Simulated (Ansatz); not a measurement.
# Random fcc alloy of Ir and Pd (108 atoms) under strain: runs compared

Aim: relax random fcc alloy of Ir and Pd (108 atoms), then change its volume and shape to read moduli from the stress.

Computed with Ansatz 0.2.0: Kohn-Sham DFT, r2SCAN, PAW (set soft_2), plane waves.

### 1. The cell as built

The cell holds 108 atoms: 81 Pd and 27 Ir. Cell: a = 11.632 Å, b = 11.632 Å, c = 11.632 Å, α = 90.0°, β = 90.0°, γ = 90.0°. It derives from Ir (fcc) and Pd, repeated 3×3×3. Fcc Ir, 3 x 3 x 3 conventional cells, 81 of 108 Ir sites given to Pd at random (x = 0.750), lattice by Vegard's rule (a = 3.877 Å); not relaxed, displaced by a Gaussian of 0.02 Å.

Limits known from the start: No spin–orbit coupling is included, so levels derived from the heavy atoms are approximate.

### 2. The reference run

The reference is a single point at the end of the relaxation.

Every strained cell starts from the geometry of this run, and its atoms are relaxed with the cell held.

Its input, with most atom lines left out:

```yaml
crystal:
  lattice:
    - [11.66054, 0.00594, 0.00352]
    - [0.00594, 11.66602, 0.00245]
    - [0.00352, 0.00245, 11.66084]
  atoms:
    - { symbol: Pd, position: [0.9992, 0.99922, 0.00021] }
    - { symbol: Pd, position: [0.99765, 0.16895, 0.16819] }
    - { symbol: Pd, position: [0.16647, 0.99727, 0.16648] }
    - { symbol: Pd, position: [0.16775, 0.16472, 0.00079] }
    - { symbol: Pd, position: [0.99887, 0.99521, 0.33077] }
    - { symbol: Pd, position: [0.99882, 0.16662, 0.50028] }
    - { symbol: Pd, position: [0.16779, 0.00208, 0.4998] }
    [... atom lines 8 to 108 left out ...]
kpoints:
  mp_grid: { grid: [2, 2, 2] }
hamiltonian:
  xc: r2scan
scf:
  occupations: { method: fermi_dirac, width: 0.1 }
output:
  forces: true
  stress: true
  populations: true
  dos:
    method: { smearing: { sigma: 0.15 } }
    de: 0.1
    projected: { site_lists: { Ir: [Ir], Pd: [Pd] } }
  eigenvalues: true
  write_density: true
  write_potential: true
  volumetric_format: npy
```

```
free energy per atom   : -8226.4378 eV/atom
r.m.s. force component : 0.00231 eV/Å
pressure               : 0.005458 GPa
```

455 levels are partly filled, by over 2 % (on the run's k-points), as in a metal.

### 3. The runs

Each row is one run, on 1 × NVIDIA H100 80GB HBM3 with 6 threads of AMD EPYC 7R13 (Zen 3), shared host. The free energy is the program's total, comparable only between runs with the same functional, potentials and atoms.

```tsv
run	atoms	outcome	ionic steps, all passes	free energy (eV)	time	host memory (GiB)	planned on the GPU (GiB)
Single point at the start	108	converged	-	-888453.630	12 s	1.9	37
Cell and atoms relaxed	108	converged	6	-888455.285	55 s	2.2	38
Single point at the relaxed geometry	108	converged	-	-888455.285	21 s	5.6	40
Volume -3 %	108	converged	3	-888454.224	35 s	2.6	39
Volume +3 %	108	converged	3	-888454.358	39 s	2.6	41
Volume -6 %	108	converged	4	-888450.729	37 s	2.6	38
Volume +6 %	108	converged	4	-888451.808	43 s	2.6	42
Volume -10 %	108	converged	4	-888441.373	37 s	2.6	37
Stretched by 1 % along x	108	converged	2	-888455.141	27 s	2.6	40
Compressed by 1 % along x	108	converged	3	-888455.133	36 s	2.6	40
Sheared by 2 % in xy	108	converged	2	-888455.069	26 s	2.6	40
```

In some runs the program notes that the band table was not solved further than the SCF left it and the SCF threshold is loose for the stress.

### 4. Pressure against volume

Atoms are relaxed at each volume, in the scaled cell.

```tsv
volume change (%)	volume (Å³/atom)	energy change (meV/atom)	pressure (GPa)	largest move on relaxing (Å)	bonds
-10	13.219	128.82	31.48	0.04	648
-6	13.806	42.19	16.41	0.02	648
-3	14.247	9.83	7.40	0.01	648
+0	14.687	0.00	0.01	-	648
+3	15.128	8.58	-6.05	0.02	648
+6	15.569	32.19	-10.96	0.04	648
```

### 5. Uniaxial strain and shear

Stress (GPa, compression positive) less that of the relaxed cell, atoms relaxed:

```tsv
strain	xx	yy	zz	xy	energy change (meV/atom)
stretched by 1 % along x	-2.843	-1.737	-1.742	0.019	1.34
compressed by 1 % along x	3.091	1.932	1.942	-0.018	1.40
sheared by 2 % in xy	0.214	0.226	-0.029	-2.142	2.00
```

### 6. What came out

The bulk modulus, from the slope of pressure against ln V over the three points nearest the relaxed volume, is 224 GPa; a quadratic over all points gives a pressure derivative of about 6.2. In the Cartesian axes of the cell, finite differences give C11 = 297, C12 = 183, C13 = 184 and C66 = 107 GPa (the shear of 2 % is the engineering strain, εxy = 0.01). The mean of C11, C12 and C13, which equals the bulk modulus in a cubic or isotropic solid, is 221 GPa: it agrees with the bulk modulus within 10 %.

**Limits.** Strains are finite and relaxations stop at the force tolerance of the input, which can leave moduli too stiff; they are those of a static cell at zero temperature. Volumes are changed with the cell's shape held, so in an anisotropic solid the modulus lies over the one under free hydrostatic load. The program notes that the SCF threshold of the relaxations is loose for the stress. The host structure and its lattice constant were typed by rule, without a check against the phase diagram. The electron count is odd and the run has no spin polarisation.

The DFT runs together took 6.1 min of wall time.

[Logs are printed without paths, hosts, clocks, repeated set-up lines and the standing remarks that a program may print on its own settings, such as how far it seeks lower states.]

[Hosts, paths, dates, database ids (printed as entryN), source tags and the programs' standing remarks are cut or masked in the printed files.]
